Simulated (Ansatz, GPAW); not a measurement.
# A 9-layer slab of Ir(100): work function by functional and basis, part 2 of 3

How far do functional and basis move the work function of a 9-layer slab of Ir(100)?

GPAW 26.7.0 and Ansatz 0.2.0; Ansatz plane waves; slab in vacuum with a dipole correction, relaxation (the session's first sound run).

So far, upper work function (eV): step 2 (relaxation) 5.54.

### 3. The slab's potential

The work function is the vacuum plateau of the electrostatic potential less the Fermi level; a dipole layer lets the two faces have plateaus of their own.

This step: GPAW, PAW setups; slab in vacuum (GPAW 26.7.0).

Contents of run.py:

```python
import json
import numpy as np
from ase import Atoms
from gpaw import GPAW, PW

slab = Atoms(
    ['Ir', 'Ir', 'Ir', 'Ir', 'Ir', 'Ir', 'Ir', 'Ir', 'Ir'],
    positions=[
        [0.00000, 0.00000, 7.00000],
        [1.35765, 1.35765, 8.92000],
        [0.00000, 0.00000, 10.84000],
        [1.35765, 1.35765, 12.76000],
        [0.00000, -0.00000, 14.71042],
        [1.35765, 1.35765, 16.64985],
        [0.00000, 0.00000, 18.60302],
        [1.35765, 1.35765, 20.56618],
        [0.00000, -0.00000, 22.41191]],
    cell=[[2.71529, 0.0, 0.0], [0.0, 2.71529, 0.0], [0.0, 0.0, 29.36]],
    pbc=[True, True, False])

slab.calc = GPAW(mode=PW(400), xc='PBE', kpts={'size': (12, 12, 1), 'gamma': True},
                 occupations={'name': 'fermi-dirac', 'width': 0.1}, nbands='160%',
                 convergence={'density': 1e-05}, maxiter=200,
                 poissonsolver={'dipolelayer': 'xy'},
                 symmetry={'tolerance': 1e-3}, txt='slab.txt')
result = {}
energy = slab.get_potential_energy()
fermi = slab.calc.get_fermi_level()
v = slab.calc.get_electrostatic_potential().mean((0, 1)) - fermi
n = slab.calc.get_pseudo_density().mean((0, 1))
L = slab.cell[2, 2]
z = np.arange(len(v)) * L / len(v)
low, high = slab.positions[:, 2].min(), slab.positions[:, 2].max()
below, above = np.interp([low - 4.8, high + 4.8], z, v)
slopes = [np.interp(x, z, np.gradient(v, z)) for x in (low - 4.8, high + 4.8)]
eps = np.array([[slab.calc.get_eigenvalues(k, s) for k in range(len(slab.calc.get_ibz_k_points()))]
                for s in range(slab.calc.get_number_of_spins())]) - fermi
top, bottom = eps[eps < 0].max(), eps[eps > 0].min()
dipole = slab.get_dipole_moment()[2]
print(f'energy {energy:.4f} eV, Fermi level {fermi:.4f} eV, dipole {dipole:.5f} e A')
print(f'potential 4.8 A off the faces, from the Fermi level: lower {below:.4f} eV, upper {above:.4f} eV')
print(f'slope of the potential there: lower {slopes[0]:.5f}, upper {slopes[1]:.5f} eV/A')
print(f'nearest levels on the mesh: {top:.4f} and {bottom:.4f} eV')
print('magnetic moment', round(slab.get_magnetic_moment(), 3))
result.update(energy=energy, fermi=fermi, dipole=dipole, below=below, above=above, slopes=slopes, edges=[top, bottom],
              z=z.tolist(), v=v.tolist(), n=n.tolist(), positions=slab.positions.tolist(),
              forces=slab.get_forces(apply_constraint=False).tolist(), moments=slab.get_magnetic_moments().tolist())
json.dump(result, open('result.json', 'w'))
```

Run with:

```bash
> OMP_NUM_THREADS=1 OPENBLAS_NUM_THREADS=1 python run.py
```

Output:

```text
energy -81.4961 eV, Fermi level 6.4575 eV, dipole -0.00010 e A
potential 4.8 A off the faces, from the Fermi level: lower 5.5289 eV, upper 5.5337 eV
slope of the potential there: lower -0.00052, upper 0.00056 eV/A
nearest levels on the mesh: -0.0042 and 0.0022 eV
magnetic moment 0.0
```

Run time: 5.9 min. Hardware: 1 thread of INTEL XEON PLATINUM 8581C at 2.30GHz (Emerald Rapids), shared host; peak memory 0.41 GiB.

Numbers from this step:

| Property | Result |
| --- | --- |
| dipole along the normal | -9.63e-5 e·Å |
| levels nearest the Fermi level on the mesh | -0.004220, 0.002152 eV from the Fermi level |
| upper work function | 5.534 eV |
| lower work function | 5.529 eV |

The electrostatic potential energy of an electron (without an applied field's), less the Fermi level, planar mean oscillates, so the rows of the table below give means over windows of 1.89 Å about each position, cut where the curve ends. Its maxima inside the range that stand out by 2 % of the span (Å: eV): 8.0: -4.33, 9.9: -4.74, 11.8: -4.83, 13.7: -4.27, 15.7: -4.51, 17.6: -4.23, 19.6: -4.13, 21.5: -5.48. Its minima: 7.0: -26.0, 8.9: -26.7, 10.8: -26.6, 12.8: -26.6, 14.7: -26.6, 16.7: -26.6, 18.6: -26.5, 20.6: -26.8, 22.4: -26.0.

The electrostatic potential energy of an electron (without an applied field's), less the Fermi level, planar mean by z; means over each step:

z (Å), electrostatic potential energy of an electron (without an applied field's), less the Fermi level, planar mean (eV) and a bar from the least value:
```
     0.94        5.5 ##############################
     2.83        5.5 ##############################
     4.73        5.2 #############################
     6.62      -12.1 #####
     8.51      -14.8 #
    10.40      -14.9 #
    12.29      -14.9 #
    14.18      -14.5 #
    16.07      -14.6 #
    17.96      -14.4 #
    19.85      -14.2 ##
    21.74      -15.4 
    23.62       -0.8 #####################
    25.52        5.5 ##############################
    27.41        5.5 ##############################
```

The pseudo valence density, planar mean oscillates, so the rows of the table below give means over windows of 1.89 Å about each position, cut where the curve ends. Its maxima inside the range that stand out by 2 % of the span (Å: e/Å³): 6.9: 1.93, 9.0: 1.92, 10.9: 1.97, 12.8: 1.99, 14.7: 2.00, 16.6: 1.94, 18.7: 1.97, 20.6: 2.00, 22.4: 1.98. Its minima: 8.0: 0.490, 9.9: 0.490, 11.7: 0.492, 13.6: 0.482, 15.7: 0.479, 17.6: 0.467, 19.5: 0.470, 21.4: 0.549.

Table of pseudo valence density, planar mean by z; means over each step:

z (Å), pseudo valence density, planar mean (e/Å³) and a bar:
```
     2.83       0.00 
     4.73       0.02 
     6.62       0.94 #########################
     8.51       1.06 #############################
    10.40       1.06 #############################
    12.29       1.06 #############################
    14.18       1.04 ############################
    16.07       1.05 ############################
    17.96       1.03 ############################
    19.85       1.02 ############################
    21.74       1.11 ##############################
    23.62       0.29 ########
    25.52       0.00 
    27.41       0.00
```

Force by atom:

```
atom  x (eV/Å)  y (eV/Å)  z (eV/Å)  size
 Ir1      0.00      0.00      0.71  0.71
 Ir2      0.00      0.00     -1.03  1.03
 Ir3      0.00      0.00     -0.08  0.08
 Ir4      0.00      0.00      0.45  0.45
 Ir5      0.00      0.00      0.00  0.00
 Ir6      0.00      0.00      0.00  0.00
 Ir7      0.00      0.00      0.00  0.00
 Ir8      0.00      0.00     -0.01  0.01
 Ir9      0.00      0.00     -0.03  0.03
```

The potential is flat to 5.6e-4 eV/Å where it is read, so the vacuum is wide enough. The geometry is the other program's minimum; here the largest force on a free atom is 0.028 eV/Å.

### 4. OptPBE vdW: xc = "optPBE-vdW"

The same geometry under optPBE-vdW, to see how far the functional moves the levels against the vacuum (the van der Waals functionals take revPBE setups).

run.py, as its differences from that of step 3:

```diff
@@ -20,3 +20,3 @@
 
-slab.calc = GPAW(mode=PW(400), xc='PBE', kpts={'size': (12, 12, 1), 'gamma': True},
+slab.calc = GPAW(mode=PW(400), xc='optPBE-vdW', kpts={'size': (12, 12, 1), 'gamma': True},
                  occupations={'name': 'fermi-dirac', 'width': 0.1}, nbands='160%',
```

Output:

```text
energy -228.1020 eV, Fermi level 6.3746 eV, dipole -0.00014 e A
potential 4.8 A off the faces, from the Fermi level: lower 5.6835 eV, upper 5.6895 eV
slope of the potential there: lower -0.00079, upper 0.00082 eV/A
nearest levels on the mesh: -0.0099 and 0.0032 eV
magnetic moment 0.0
```

The job ended after 5.9 min (1 thread; peak memory 0.55 GiB).

This step gave:

| Property | Result |
| --- | --- |
| dipole along the normal | -1.39e-4 e·Å |
| levels nearest the Fermi level on the mesh | -0.009889, 0.003235 eV from the Fermi level |
| upper work function | 5.690 eV |
| lower work function | 5.684 eV |

The electrostatic potential energy of an electron (without an applied field's), less the Fermi level, planar mean oscillates, so the rows of the table below give means over windows of 1.89 Å about each position, cut where the curve ends. Its maxima inside the range that stand out by 2 % of the span (Å: eV): 8.0: -4.37, 9.9: -4.77, 11.8: -4.85, 13.7: -4.30, 15.7: -4.54, 17.6: -4.26, 19.6: -4.16, 21.5: -5.51. Its minima: 7.0: -25.8, 8.9: -26.6, 10.8: -26.5, 12.8: -26.5, 14.7: -26.5, 16.7: -26.5, 18.6: -26.3, 20.6: -26.7, 22.4: -25.9.

Table of electrostatic potential energy of an electron (without an applied field's), less the Fermi level, planar mean by z; means over each step:

z (Å), electrostatic potential energy of an electron (without an applied field's), less the Fermi level, planar mean (eV) and a bar from the least value:
```
     0.94        5.7 ##############################
     2.83        5.7 ##############################
     4.73        5.3 #############################
     6.62      -12.0 #####
     8.51      -14.7 #
    10.40      -14.9 #
    12.29      -14.8 #
    14.18      -14.5 #
    16.07      -14.6 #
    17.96      -14.3 #
    19.85      -14.2 ##
    21.74      -15.3 
    23.62       -0.7 #####################
    25.52        5.6 ##############################
    27.41        5.7 ##############################
```

The pseudo valence density, planar mean oscillates, so the rows of the table below give means over windows of 1.89 Å about each position, cut where the curve ends. Its maxima inside the range that stand out by 2 % of the span (Å: e/Å³): 6.9: 1.94, 9.0: 1.92, 10.9: 1.97, 12.8: 2.00, 14.7: 2.00, 16.6: 1.95, 18.7: 1.97, 20.6: 2.01, 22.4: 1.99. Its minima: 8.0: 0.487, 9.9: 0.486, 11.7: 0.488, 13.6: 0.478, 15.7: 0.475, 17.6: 0.463, 19.5: 0.466, 21.4: 0.546.

The pseudo valence density, planar mean by z; means over each step:

z (Å), pseudo valence density, planar mean (e/Å³) and a bar:
```
     2.83       0.00 
     4.73       0.02 
     6.62       0.94 #########################
     8.51       1.06 #############################
    10.40       1.06 #############################
    12.29       1.06 #############################
    14.18       1.04 ############################
    16.07       1.05 ############################
    17.96       1.03 ############################
    19.85       1.02 ############################
    21.74       1.11 ##############################
    23.62       0.29 ########
    25.52       0.00 
    27.41       0.00
```

Force by atom:

```
atom  x (eV/Å)  y (eV/Å)  z (eV/Å)   size
 Ir1     0.000     0.000     0.120  0.120
 Ir2     0.000     0.000    -0.993  0.993
 Ir3     0.000     0.000    -0.077  0.077
 Ir4     0.000     0.000     0.459  0.459
 Ir5     0.000     0.000    -0.012  0.012
 Ir6     0.000     0.000     0.011  0.011
 Ir7     0.000     0.000     0.006  0.006
 Ir8     0.000     0.000    -0.110  0.110
 Ir9     0.000     0.000     0.595  0.595
```

The upper face's work function is 5.690 eV, against 5.534 eV in the first plane-wave PBE run at this geometry.

### 5. Self-consistent run: xc = "RPBE"

The same geometry under RPBE, to see how far the functional moves the levels against the vacuum.

run.py, as its differences from that of step 4:

```diff
@@ -20,3 +20,3 @@
 
-slab.calc = GPAW(mode=PW(400), xc='optPBE-vdW', kpts={'size': (12, 12, 1), 'gamma': True},
+slab.calc = GPAW(mode=PW(400), xc='RPBE', kpts={'size': (12, 12, 1), 'gamma': True},
                  occupations={'name': 'fermi-dirac', 'width': 0.1}, nbands='160%',
```

Output:

```text
energy -76.0199 eV, Fermi level 6.5602 eV, dipole -0.00015 e A
potential 4.8 A off the faces, from the Fermi level: lower 5.3767 eV, upper 5.3829 eV
slope of the potential there: lower -0.00058, upper 0.00063 eV/A
nearest levels on the mesh: -0.0028 and 0.0005 eV
magnetic moment 0.0
```

Run time: 5.7 min. Hardware: 1 thread; peak memory 0.41 GiB.

This step gave:

```
dipole along the normal                    : -1.54e-4 e·Å
levels nearest the Fermi level on the mesh : -0.002789, 4.52e-4 eV from the Fermi level
upper work function                        : 5.383 eV
lower work function                        : 5.377 eV
```

The electrostatic potential energy of an electron (without an applied field's), less the Fermi level, planar mean oscillates, so the rows of the table below give means over windows of 1.89 Å about each position, cut where the curve ends. Its maxima inside the range that stand out by 2 % of the span (Å: eV): 8.0: -4.41, 9.9: -4.83, 11.8: -4.91, 13.7: -4.35, 15.7: -4.59, 17.6: -4.31, 19.6: -4.22, 21.5: -5.56. Its minima: 7.0: -26.0, 8.9: -26.8, 10.8: -26.7, 12.8: -26.7, 14.7: -26.6, 16.7: -26.7, 18.6: -26.5, 20.6: -26.8, 22.4: -26.1.

Table of electrostatic potential energy of an electron (without an applied field's), less the Fermi level, planar mean by z; means over each step:

z (Å), electrostatic potential energy of an electron (without an applied field's), less the Fermi level, planar mean (eV) and a bar from the least value:
```
     0.94        5.4 ##############################
     2.83        5.4 ##############################
     4.73        5.0 #############################
     6.62      -12.1 #####
     8.51      -14.8 #
    10.40      -15.0 #
    12.29      -15.0 #
    14.18      -14.6 #
    16.07      -14.7 #
    17.96      -14.4 #
    19.85      -14.3 ##
    21.74      -15.4 
    23.62       -0.9 #####################
    25.52        5.3 ##############################
    27.41        5.4 ##############################
```

The upper face's work function is 5.383 eV, against 5.534 eV in the first plane-wave PBE run at this geometry.

### 6. Self-consistent run: xc = "revPBE"

The same geometry under revPBE, to see how far the functional moves the levels against the vacuum.

run.py, as its differences from that of step 5:

```diff
@@ -20,3 +20,3 @@
 
-slab.calc = GPAW(mode=PW(400), xc='RPBE', kpts={'size': (12, 12, 1), 'gamma': True},
+slab.calc = GPAW(mode=PW(400), xc='revPBE', kpts={'size': (12, 12, 1), 'gamma': True},
                  occupations={'name': 'fermi-dirac', 'width': 0.1}, nbands='160%',
```

Output:

```text
energy -77.0599 eV, Fermi level 6.5394 eV, dipole -0.00013 e A
potential 4.8 A off the faces, from the Fermi level: lower 5.3959 eV, upper 5.4015 eV
slope of the potential there: lower -0.00056, upper 0.00060 eV/A
nearest levels on the mesh: -0.0035 and 0.0008 eV
magnetic moment 0.0
```

Run time: 5.7 min. Hardware: 1 thread; peak memory 0.41 GiB.

This step gave:

- dipole along the normal: -1.26e-4 e·Å
- levels nearest the Fermi level on the mesh: -0.003466, 7.76e-4 eV from the Fermi level
- upper work function: 5.402 eV
- lower work function: 5.396 eV

The electrostatic potential energy of an electron (without an applied field's), less the Fermi level, planar mean oscillates, so the rows of the table below give means over windows of 1.89 Å about each position, cut where the curve ends. Its maxima inside the range that stand out by 2 % of the span (Å: eV): 8.0: -4.39, 9.9: -4.80, 11.8: -4.89, 13.7: -4.33, 15.7: -4.57, 17.6: -4.29, 19.6: -4.19, 21.5: -5.54. Its minima: 7.0: -26.0, 8.9: -26.7, 10.8: -26.7, 12.8: -26.7, 14.7: -26.6, 16.7: -26.7, 18.6: -26.5, 20.6: -26.8, 22.4: -26.1.

Electrostatic potential energy of an electron (without an applied field's), less the Fermi level, planar mean against z; means over each step:

z (Å), electrostatic potential energy of an electron (without an applied field's), less the Fermi level, planar mean (eV) and a bar from the least value:
```
     0.94        5.4 ##############################
     2.83        5.4 ##############################
     4.73        5.0 #############################
     6.62      -12.1 #####
     8.51      -14.8 #
    10.40      -15.0 #
    12.29      -14.9 #
    14.18      -14.6 #
    16.07      -14.7 #
    17.96      -14.4 #
    19.85      -14.3 ##
    21.74      -15.4 
    23.62       -0.8 #####################
    25.52        5.4 ##############################
    27.41        5.4 ##############################
```

The upper face's work function is 5.402 eV, against 5.534 eV in the first plane-wave PBE run at this geometry.

### 7. Self-consistent run: xc = "LDA"

The same geometry under LDA, to see how far the functional moves the levels against the vacuum.

run.py, as its differences from that of step 6:

```diff
@@ -20,3 +20,3 @@
 
-slab.calc = GPAW(mode=PW(400), xc='revPBE', kpts={'size': (12, 12, 1), 'gamma': True},
+slab.calc = GPAW(mode=PW(400), xc='LDA', kpts={'size': (12, 12, 1), 'gamma': True},
                  occupations={'name': 'fermi-dirac', 'width': 0.1}, nbands='160%',
```

Output:

```text
energy -94.1654 eV, Fermi level 6.1124 eV, dipole 0.00002 e A
potential 4.8 A off the faces, from the Fermi level: lower 5.8770 eV, upper 5.8789 eV
slope of the potential there: lower -0.00040, upper 0.00049 eV/A
nearest levels on the mesh: -0.0068 and 0.0035 eV
magnetic moment 0.0
```

Elapsed: 6.2 min, on 1 thread; peak memory 0.41 GiB.

This step gave:

```yaml
dipole_along_the_normal: 2.41e-5 e·Å
levels_nearest_the_fermi_level_on_the_mesh: -0.006812, 0.003491 eV from the Fermi level
upper_work_function: 5.879 eV
lower_work_function: 5.877 eV
```

The electrostatic potential energy of an electron (without an applied field's), less the Fermi level, planar mean oscillates, so the rows of the table below give means over windows of 1.89 Å about each position, cut where the curve ends. Its maxima inside the range that stand out by 2 % of the span (Å: eV): 8.0: -3.95, 9.9: -4.37, 11.8: -4.45, 13.7: -3.89, 15.7: -4.13, 17.6: -3.85, 19.6: -3.76, 21.5: -5.10. Its minima: 7.0: -25.6, 8.9: -26.4, 10.8: -26.3, 12.8: -26.3, 14.7: -26.3, 16.7: -26.3, 18.6: -26.1, 20.6: -26.5, 22.4: -25.7.

Table of electrostatic potential energy of an electron (without an applied field's), less the Fermi level, planar mean by z; means over each step:

```
z (Å)  electrostatic potential energy of an electron (without an applied field's), less the Fermi level, planar mean (eV)
 0.94                                                                                                                5.88
 2.83                                                                                                                5.88
 4.73                                                                                                                5.50
 6.62                                                                                                               -11.7
 8.51                                                                                                               -14.4
10.40                                                                                                               -14.6
12.29                                                                                                               -14.5
14.18                                                                                                               -14.2
16.07                                                                                                               -14.3
17.96                                                                                                               -14.0
19.85                                                                                                               -13.9
21.74                                                                                                               -15.0
23.62                                                                                                              -0.425
25.52                                                                                                                5.84
27.41                                                                                                                5.88
```

The upper face's work function is 5.879 eV, against 5.534 eV in the first plane-wave PBE run at this geometry.

(Part 2 of 3 ends here.)

[Logs are printed without paths, hosts, clocks, repeated set-up lines and the standing remarks that a program may print on its own settings, such as how far it seeks lower states.]

[Hosts, paths, dates, database ids (printed as entryN), source tags and the programs' standing remarks are cut or masked in the printed files.]
